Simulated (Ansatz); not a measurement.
# Na2CaBr4: complex band structure, part 2 of 3

Wanted: the relaxed cell of Na2CaBr4, its band edges and its decay constants. It is built by putting Na for Cs in the Cs2CaBr4 structure of space group I4/mmm, with the volume rescaled by atomic radii. The parent structure comes from the Materials Project.

Ansatz 0.2.0; r2SCAN DFT, plane waves, PAW files (the session's first sound run).

So far. Step 2 (Cell and atoms at rest): The largest force component on a free atom ends at 0.0085 eV/Å.

The structure was built from a prototype and need not be the compound's stable phase.

### Step 3. Band edges

The energy window and the wavevectors of the next steps follow from the band edges, so these are searched first, off the mesh as well.

input.yaml

```yaml
crystal:
  lattice:
    - [-2.8119613841, 2.8119613841, 7.6427169864]
    - [2.8119613841, -2.8119613841, 7.6427169864]
    - [2.8119613841, 2.8119613841, -7.6427169864]
  atoms:
    - { symbol: Na, position: [0.3636101403, 0.3636101403, 0.0] }
    - { symbol: Na, position: [0.6363898597, 0.6363898597, 0.0] }
    - { symbol: Ca, position: [0.0, 0.0, 0.0] }
    - { symbol: Br, position: [0.1838023168, 0.1838023168, 0.0] }
    - { symbol: Br, position: [0.8161976832, 0.8161976832, 0.0] }
    - { symbol: Br, position: [0.5, 0.0, 0.5] }
    - { symbol: Br, position: [0.0, 0.5, 0.5] }
kpoints:
  mp_grid: { grid: [6, 6, 6] }
  band_path: { path: [VBM, CBM], npoints: 30 }
scf:
  occupations: { method: fixed }
hamiltonian:
  xc: r2scan
output:
  eigenvalues: true
  write_potential: true
  write_density: true
  volumetric_format: npy
  elf: true
```

Started as:

```console
> ansatz run input.yaml --threads 2 --pin off --max-ram 4096MiB --backend cpu --events-out ev --progress --plain --runs-dir out
```

Numbers of over 12 decimals in the logs are rounded to 6 here.

The log of the run:

```text
[...]
Crystal: 7 atoms, lattice volume = 241.728 Å³
Basis set: ecut = 500 eV, 6179 PW (Γ), exchange–correlation on 256×256×256 points (64 copies of the dense FFT grid, shifted against one another)
Bands: 35, of which v1, the nominal top of the filled ones, is band 28 counted from 1 (27 counted from 0)
Symmetry: 16 space group operations
[...]
k-points: 30 of 216
[...]
SCF iter   1: F=—  HF=-15983.291876 eV  |F-HF|=—  |Δ(HF+E_count)|=         —  Δρ=4.49e-3  dr2=4.28e-2  dr2_τ=1.44e-2  ethr=1.77e-3  ⟨swp⟩=7.1  Hψ=4352  notcnv=0  defer=128
[...]
SCF iter   6: F=-15983.342744 eV  HF=-15983.342744 eV  |F-HF|=2.37e-8  |Δ(HF+E_count)|=   4.34e-7  Δρ=4.16e-6  dr2=4.75e-8  dr2_τ=2.50e-9  ethr=1.79e-10  ⟨swp⟩=14.5  Hψ=5905  notcnv=0
SCF 1 converged in 6 iterations: F = -15983.342744 eV  dr2 = 4.75e-8
[...]
NSCF: frozen V_eff on 30 k-points
[...]
SCF converged after 6 iterations
Free energy (F): -15983.342744 eV
[...]
Internal energy: -15983.342744 eV  (E = F + TS)
E sigma→0 (E₀):  -15983.342744 eV
Fermi energy:    0.735929 eV
[...]
--- Band table (eV; the first three rows and the last of 30) ---
  k-point 0: bands = [... 24 lower, -0.0953, 0.0929, 0.5833, 0.5833, 4.5813, 5.6092, 6.3318, 6.3318, ... 3 higher]
  k-point 1: bands = [... 24 lower, 0.0581, 0.1270, 0.3385, 0.5473, 5.1577, 6.0760, 6.5081, 6.5304, ... 3 higher]
  k-point 2: bands = [... 24 lower, -0.0632, 0.1837, 0.4778, 0.5269, 6.2633, 6.5569, 6.9651, 6.9742, ... 3 higher]
  k-point 29: bands = [... 24 lower, 0.1270, 0.1270, 0.3601, 0.3601, 5.0648, 5.6179, 6.3171, 6.3171, ... 3 higher]
```

Wall time 13 s (2 threads of AMD EPYC 9R45, shared host); peak memory 1.5 GiB; 26 s of CPU time.

The column dr2 measures how far the density is from self-consistency, as an energy; F and HF (Harris–Foulkes) agree once it is small.

This step gave:

* Fermi energy: 0.7359 eV
* gap on the k-mesh: 3.845 eV
* gap on path: 3.845 eV, by band count; negative where bands overlap
* direct gap on path: 3.998 eV
* edge places on path: 0, 0.7900 1/A along the path

The electronic bands at the labelled points (eV, zero at the Fermi level (highest filled level under fixed occupations); v1 is the highest filled band, c1 the lowest empty one):

```tsv
point	v4	v3	v2	v1	c1	c2	c3	c4
VBM	-0.94	-0.52	-0.30	0.00	5.45	6.37	6.49	6.66
halfway	-0.61	-0.60	-0.41	-0.22	4.95	5.79	5.93	6.01
CBM	-0.83	-0.64	-0.15	-0.15	3.85	4.87	5.60	5.60
```

Electrostatic potential energy in the ab plane of the cell as run, not the conventional one, at fractional z = 0.000, with atoms of Na and Ca and Br within 0.2 Å of it. With pseudopotentials it is smooth inside the atoms' cores, unlike the true potential.

Values in eV, 13 rows by 16 columns, each cell a mean:
```
-55 -37  -6   3   6   7   7   7   7   7   4  -5  -9   0  -3 -29
-10 -14  -5   2   5   6   6   6   6   6   4 -25 -62 -47  -9   0
  4   2   2   4   5   6   5   3   2   2   4  -6 -54 -69 -47  -1
  6   6   5   5   6   6   5   3  -5 -23 -14   1  -4 -30 -32  -3
  7   7   6   6   6   6   5   4  -3 -42 -64 -22   2   4   3   5
  7   7   5   4   4   4   5   5   3  -5 -29 -25  -1   4   7   7
  7   7   5   2  -3  -3   1   4   5   4   1   0   1   4   6   7
  7   7   6   2 -16 -50 -27  -1   4   5   5   5   4   5   6   7
  5  -1  -1   3  -3 -40 -58 -15   2   5   6   6   6   6   6   7
  2 -30 -53 -30   0   0 -10  -7   1   4   6   6   5   5   5   6
  3 -18 -64 -69 -33   2   4   3   4   5   6   6   4   1  -1   1
-10   0 -17 -47 -38  -1   6   7   6   6   6   6   4  -2 -17 -25
-55 -18   1   1   0   4   7   7   7   7   7   6   5   0 -21 -59
```
Columns run along a (8.6 Å; values clipped at the 3rd and 97th percentile), rows up along b (8.6 Å). Atoms in or near the plane, at fractional coordinates: Na at (0.36, 0.36), Na at (0.64, 0.64), Ca at (0.00, 0.00), Br at (0.18, 0.18), Br at (0.82, 0.82).

ELF in the ab plane of the cell as run, not the conventional one, at fractional z = 0.000, with atoms of Na and Ca and Br within 0.2 Å of it. It is the smooth field of the valence electrons, not physical close to the nuclei.

Values, 13 rows by 16 columns, each cell a mean:
```
0.83 0.83 0.31 0.12 0.37 0.50 0.42 0.09 0.04 0.46 0.80 0.87 0.84 0.66 0.30 0.69
0.40 0.54 0.22 0.02 0.03 0.05 0.06 0.02 0.02 0.35 0.78 0.84 0.35 0.53 0.74 0.32
0.30 0.04 0.02 0.03 0.03 0.02 0.01 0.00 0.05 0.08 0.39 0.82 0.45 0.06 0.59 0.80
0.65 0.14 0.02 0.03 0.04 0.03 0.02 0.01 0.35 0.54 0.33 0.29 0.77 0.75 0.79 0.86
0.66 0.27 0.03 0.02 0.03 0.03 0.02 0.01 0.21 0.52 0.36 0.43 0.19 0.65 0.79 0.79
0.26 0.12 0.02 0.00 0.01 0.01 0.02 0.01 0.01 0.25 0.51 0.58 0.19 0.08 0.27 0.31
0.04 0.03 0.01 0.03 0.27 0.24 0.06 0.01 0.01 0.01 0.05 0.14 0.05 0.00 0.02 0.03
0.49 0.49 0.33 0.06 0.50 0.50 0.48 0.13 0.01 0.02 0.02 0.02 0.01 0.01 0.10 0.35
0.80 0.85 0.82 0.56 0.20 0.45 0.45 0.49 0.03 0.02 0.03 0.03 0.03 0.02 0.11 0.56
0.82 0.81 0.50 0.73 0.66 0.22 0.34 0.39 0.05 0.01 0.03 0.03 0.03 0.02 0.04 0.38
0.51 0.80 0.24 0.08 0.74 0.73 0.24 0.02 0.01 0.01 0.02 0.02 0.03 0.03 0.08 0.10
0.39 0.44 0.77 0.56 0.76 0.85 0.61 0.10 0.02 0.10 0.15 0.08 0.02 0.13 0.64 0.70
0.81 0.54 0.31 0.73 0.84 0.81 0.63 0.13 0.03 0.37 0.63 0.62 0.40 0.13 0.65 0.83
```
Columns run along a (8.6 Å), rows up along b (8.6 Å). Atoms in or near the plane, at fractional coordinates: Na at (0.36, 0.36), Na at (0.64, 0.64), Ca at (0.00, 0.00), Br at (0.18, 0.18), Br at (0.82, 0.82).

Valence density in the ab plane of the cell as run, not the conventional one, at fractional z = 0.000, with atoms of Na and Ca and Br within 0.2 Å of it. It is the smooth field of the valence electrons, not physical close to the nuclei.

Ten steps, logarithmic in the rise over the least value, from '0' (0 e/Å³) to '9' (18 e/Å³), each cell a mean:
```
775200000000000122221146
665200000000000133432224
343200000000000134444321
111100000000000124323421
100000000000000013422432
100000000000011012343442
100000000000146411234432
100000000000158961112332
100000000000048994001111
000000000000015886100000
000000000000001454100000
000000000000000011000000
000000232100000000000000
000000377510000000000000
011100279951000000000000
122211159972000000000000
233332115773000000000000
234443211232000000000000
134324321000000000000000
123312431000000000000000
113433432100000000001222
422334432100000000001355
642123332100000000001467
764111221000000111111367
```
Columns run along a (8.6 Å), rows up along b (8.6 Å). Atoms in or near the plane, at fractional coordinates: Na at (0.36, 0.36), Na at (0.64, 0.64), Ca at (0.00, 0.00), Br at (0.18, 0.18), Br at (0.82, 0.82).

The searched edges give 3.85 eV, as on the mesh.

### Step 4. Complex bands

This step: r2SCAN DFT, plane waves, PAW files; complex bands by layer matching along the plane's normal (Ansatz 0.2.0).

The same crystal is laid in a cell whose first two vectors span the (001) plane (indices of the standard conventional cell, whose axes can be ordered otherwise than in the bulk input). At fixed energy and wavevector in the plane the solver finds all kz, real and complex. A few wavevectors are listed, (0, 0), (-0.5, -0.5) and (0.5, 0) in units of the plane's reciprocal vectors; the slowest state needn't be among them.

input.yaml

```yaml
crystal:
  lattice:
    - [5.623922768, 0.0, 0.0]
    - [0.0, 5.623922768, 0.0]
    - [2.811961384, 2.811961384, 7.642716986]
  atoms:
    - { symbol: Na, position: [0.6363898597, 0.6363898597, 0.7272202806] }
    - { symbol: Na, position: [0.3636101403, 0.3636101403, 0.2727797194] }
    - { symbol: Ca, position: [0.0, 0.0, 0.0] }
    - { symbol: Br, position: [0.8161976832, 0.8161976832, 0.3676046336] }
    - { symbol: Br, position: [0.1838023168, 0.1838023168, 0.6323953664] }
    - { symbol: Br, position: [0.0, 0.5, 0.0] }
    - { symbol: Br, position: [0.5, 0.0, 0.0] }
kpoints:
  mp_grid: { grid: [4, 4, 4] }
scf:
  occupations: { method: fixed }
hamiltonian:
  xc: r2scan
output:
  eigenvalues: true
  transmission:
    leads: [[0, 0]]
    kpoints: [[0.0, 0.0], [-0.5, -0.5], [0.5, 0.0]]
    e_range: [-1.0, 4.85]
    de: 0.15
```

The log of the run:

```text
[...]
Crystal: 7 atoms, lattice volume = 241.728 Å³
Basis set: ecut = 500 eV, 6179 PW (Γ), exchange–correlation on 180×180×256 points (64 copies of the dense FFT grid, shifted against one another)
Bands: 35, of which v1, the nominal top of the filled ones, is band 28 counted from 1 (27 counted from 0)
Symmetry: 16 space group operations
[...]
k-points: 13 of 64
[...]
SCF iter   1: F=—  HF=-15983.291777 eV  |F-HF|=—  |Δ(HF+E_count)|=         —  Δρ=4.49e-3  dr2=4.27e-2  dr2_τ=1.44e-2  ethr=1.77e-3  ⟨swp⟩=7.2  Hψ=1869  notcnv=0  defer=58
[...]
SCF iter   6: F=-15983.342575 eV  HF=-15983.342575 eV  |F-HF|=2.65e-8  |Δ(HF+E_count)|=   4.48e-7  Δρ=4.10e-6  dr2=4.42e-8  dr2_τ=2.07e-9  ethr=1.79e-10  ⟨swp⟩=16.1  Hψ=2530  notcnv=0
SCF 1 converged in 6 iterations: F = -15983.342575 eV  dr2 = 4.42e-8
[...]
transmission: 14 of 42 steps passed
transmission: 28 of 42 steps passed
transmission: 42 of 42 steps passed
SCF converged after 6 iterations
Free energy (F): -15983.342575 eV
[...]
Internal energy: -15983.342575 eV  (E = F + TS)
E sigma→0 (E₀):  -15983.342575 eV
Fermi energy:    0.735950 eV
[...]
--- Band table (eV; the first three rows and the last of 13) ---
  k-point 0: bands = [... 24 lower, -0.0953, 0.0929, 0.5833, 0.5833, 4.5813, 5.6090, 6.3317, 6.3317, ... 3 higher]
  k-point 1: bands = [... 24 lower, -0.0088, -0.0088, 0.4966, 0.4966, 4.8350, 5.6134, 6.3255, 6.3255, ... 3 higher]
  k-point 2: bands = [... 24 lower, 0.1270, 0.1270, 0.3601, 0.3601, 5.0649, 5.6178, 6.3170, 6.3170, ... 3 higher]
  k-point 12: bands = [... 24 lower, -0.0651, -0.0651, 0.6343, 0.6343, 6.1244, 7.2348, 7.2973, 7.2973, ... 3 higher]
--- Transmission ---
  basis      : 333 plane waves across, 14 finite elements along
  points     : 3, as listed
  energies   : 40 from -1.000000 to 4.850000 eV about the Fermi level, 0.150000 eV apart; the leads are filled to 1.922694 eV, and channels, transmission and decay are at 1.850000 eV
  crystal 0  : Ca1Br4Na2, at the sites [0, 0], period 7.6427 Å: whole cells are its period
    offset         : up to 0.0000 Å between an atom of the period and one for which it stands
    channels       : 0.000000e0 a spin
    conductance    : none, the energies end too early or step too widely for 300 K: set another output.transmission.e_range or a lower de, or, where they end at an eighth of basis.ecutwfc, a higher one
    slowest decay  : 0.3544 /Å at (0.0000, 0.0000)
```

Wall time 51 s (2 threads); peak memory 1.7 GiB.

This step gave:

```
free energy                                               : -15983.3426 eV
level to which the leads are filled                       : 1.923 eV from the Fermi level
decay constant at the filling level, zone centre          : 0.3544 Å⁻¹
decay constant at the filling level, slowest listed point : 0.3544 Å⁻¹
```

K parallel (0, 0); values up to 1.5 1/Å, a degenerate pair printed once or twice; energies at which all values exceed this have no row. Im kz of the slowest decaying states against energy, zero at the highest filled level on the SCF mesh:

```tsv
energy (eV)	decay 1 (Å⁻¹)	decay 2 (Å⁻¹)	decay 3 (Å⁻¹)	decay 4 (Å⁻¹)
-1.00	0.0582	0.257	0.412	0.700
-0.55	0.0828	0.134	0.473	0.774
-0.10	0.151	0.276	0.503	0.801
0.05	0.281	0.298	0.509	0.805
0.20	0.316	0.356	0.514	0.808
0.65	0.348	0.486	0.521	0.809
1.10	0.361	0.519	0.558	0.802
1.55	0.361	0.511	0.601	0.789
2.00	0.349	0.498	0.627	0.772
2.30	0.335	0.485	0.637	0.758
2.75	0.303	0.462	0.642	0.734
3.20	0.251	0.432	0.638	0.706
3.65	0.152	0.392	0.626	0.675
3.95	0.358	0.612	0.652	0.690
4.40	0.111	0.277	0.584	0.614
4.85	0.224	0.333	0.543	0.565
```

K parallel (-0.5, -0.5); values up to 1.5 1/Å, a degenerate pair printed once or twice; energies at which all values exceed this have no row. Im kz of the slowest decaying states against energy, zero at the highest filled level on the SCF mesh:

```tsv
energy (eV)	decay 1 (Å⁻¹)	decay 2 (Å⁻¹)	decay 3 (Å⁻¹)	decay 4 (Å⁻¹)
-1.00	0.0372	0.316	1.13	1.20
-0.70	0.417	1.16	1.21	1.29
-0.55	0.444	1.13	1.24	1.28
-0.25	0.479	1.09	1.27	1.27
-0.10	0.491	1.07	1.26	1.27
0.05	0.142	0.501	1.04	1.26
0.20	0.280	0.509	1.01	1.25
0.35	0.369	0.515	0.981	1.24
0.65	0.509	0.523	0.908	1.23
0.80	0.525	0.580	0.858	1.22
1.10	0.527	0.732	1.20	1.28
1.40	0.526	0.738	1.18	1.27
1.55	0.524	0.739	1.17	1.27
1.85	0.519	0.737	1.15	1.26
2.00	0.515	0.735	1.14	1.25
2.30	0.506	0.728	1.12	1.24
2.45	0.500	0.723	1.11	1.24
2.75	0.487	0.712	1.08	1.22
3.05	0.472	0.698	1.06	1.21
3.20	0.463	0.690	1.05	1.20
3.50	0.443	0.672	1.02	1.18
3.65	0.431	0.662	1.01	1.18
3.95	0.406	0.631	0.649	0.981
4.10	0.392	0.619	0.637	0.966
4.40	0.358	0.602	0.936	1.13
4.55	0.338	0.587	0.920	1.12
4.85	0.290	0.555	0.887	1.10
```

K parallel (0.5, 0); values up to 1.5 1/Å, a degenerate pair printed once or twice; energies at which all values exceed this have no row. The Im kz of the slowest decaying states by energy, zero at the highest filled level on the SCF mesh:

```tsv
energy (eV)	decay 1 (Å⁻¹)	decay 2 (Å⁻¹)	decay 3 (Å⁻¹)	decay 4 (Å⁻¹)
-1.00	0.597	0.675	1.29	-
-0.70	0.103	0.473	0.684	1.27
-0.40	0.102	0.335	0.684	1.25
-0.10	0.236	0.558	0.675	1.22
0.05	0.327	0.600	0.668	1.21
0.20	0.392	0.629	0.658	1.20
0.50	0.495	0.633	0.666	1.17
0.80	0.572	0.608	0.688	1.14
1.10	0.595	0.622	0.700	1.11
1.40	0.592	0.650	0.706	1.08
1.70	0.593	0.665	0.706	1.05
2.00	0.595	0.672	0.703	1.02
2.15	0.595	0.672	0.700	1.01
2.45	0.595	0.668	0.691	0.979
2.75	0.593	0.655	0.680	0.954
3.05	0.589	0.634	0.666	0.934
3.35	0.580	0.606	0.648	0.919
3.65	0.566	0.573	0.629	0.907
3.95	0.535	0.547	0.605	0.898
4.25	0.494	0.522	0.579	0.890
4.55	0.448	0.492	0.548	0.882
4.85	0.395	0.456	0.511	0.875
```

At the listed wavevectors the last open channel is at -0.10 eV and the next at +3.95 eV on the grid. At +1.85 eV, the grid energy nearest the filling level (the middle of the gap on the SCF mesh), the slowest state at the listed wavevectors decays with κ = 0.354 Å⁻¹, its amplitude falling by e over 2.8 Å. Through 1 nm of this crystal that state's transmission falls by exp(−2 × 0.354 Å⁻¹ × 10 Å) = 8.4e-4.

### Step 5. Band edges at another level, cutoff 420 eV

This step: PBEsol DFT, plane waves, PAW files (Ansatz 0.2.0).

The edges again with PBEsol, at the same atoms. Against that run the cutoff is 420 eV against 500.

input.yaml

```yaml
crystal:
  lattice:
    - [-2.8119613841, 2.8119613841, 7.6427169864]
    - [2.8119613841, -2.8119613841, 7.6427169864]
    - [2.8119613841, 2.8119613841, -7.6427169864]
  atoms:
    - { symbol: Na, position: [0.3636101403, 0.3636101403, 0.0] }
    - { symbol: Na, position: [0.6363898597, 0.6363898597, 0.0] }
    - { symbol: Ca, position: [0.0, 0.0, 0.0] }
    - { symbol: Br, position: [0.1838023168, 0.1838023168, 0.0] }
    - { symbol: Br, position: [0.8161976832, 0.8161976832, 0.0] }
    - { symbol: Br, position: [0.5, 0.0, 0.5] }
    - { symbol: Br, position: [0.0, 0.5, 0.5] }
kpoints:
  mp_grid: { grid: [6, 6, 6] }
  band_path: { path: [VBM, CBM], npoints: 30 }
scf:
  occupations: { method: fixed }
hamiltonian:
  xc: pbesol
output:
  eigenvalues: true
```

The log of the run:

```text
[...]
Crystal: 7 atoms, lattice volume = 241.728 Å³
Basis set: ecut = 420 eV, 4745 PW (Γ), FFT grids on a1+a3, a2+a3, a3
Bands: 35, of which v1, the nominal top of the filled ones, is band 28 counted from 1 (27 counted from 0)
Symmetry: 16 space group operations
[...]
k-points: 30 of 216
[...]
SCF iter   1: F=—  HF=-15702.707649 eV  |F-HF|=—  |Δ(HF+E_count)|=         —  Δρ=1.87e-3  dr2=8.19e-3  ethr=1.77e-3  ⟨swp⟩=7.0  Hψ=4995  notcnv=0  defer=123
[...]
SCF iter   6: F=-15702.706370 eV  HF=-15702.706370 eV  |F-HF|=5.43e-8  |Δ(HF+E_count)|=   8.04e-7  Δρ=3.11e-6  dr2=4.21e-8  ethr=1.79e-10  ⟨swp⟩=15.6  Hψ=5806  notcnv=0
SCF 1 converged in 6 iterations: F = -15702.706370 eV  dr2 = 4.21e-8
[...]
SCF converged after 6 iterations
Free energy (F): -15702.706370 eV
[...]
Internal energy: -15702.706370 eV  (E = F + TS)
E sigma→0 (E₀):  -15702.706370 eV
Fermi energy:    1.024624 eV
[...]
--- Band table (eV; the first three rows and the last of 30) ---
  k-point 0: bands = [... 24 lower, 0.1799, 0.3924, 0.8739, 0.8739, 4.1101, 5.2592, 5.9751, 5.9751, ... 3 higher]
  k-point 1: bands = [... 24 lower, 0.3488, 0.4103, 0.6149, 0.8346, 4.7032, 5.7224, 6.1446, 6.1733, ... 3 higher]
  k-point 2: bands = [... 24 lower, 0.2101, 0.4786, 0.7595, 0.8106, 5.7915, 6.1129, 6.5787, 6.6169, ... 3 higher]
  k-point 29: bands = [... 24 lower, 0.4174, 0.4174, 0.6328, 0.6328, 4.6143, 5.2676, 5.9657, 5.9657, ... 3 higher]
```

Run time: 5.3 s. Hardware: 2 threads; peak memory 0.59 GiB; 10 s of CPU time.

Numbers from this step:

* free energy: -15702.7064 eV
* Fermi energy: 1.025 eV
* gap on the k-mesh: 3.085 eV
* gap on path: 3.085 eV, by band count; negative where bands overlap
* direct gap on path: 3.236 eV

[end of part 2 of 3]

[Logs are printed without paths, hosts, clocks, repeated set-up lines and the standing remarks that a program may print on its own settings, such as how far it seeks lower states.]

[Hosts, paths, dates, database ids (printed as entryN), source tags and the programs' standing remarks are cut or masked in the printed files.]
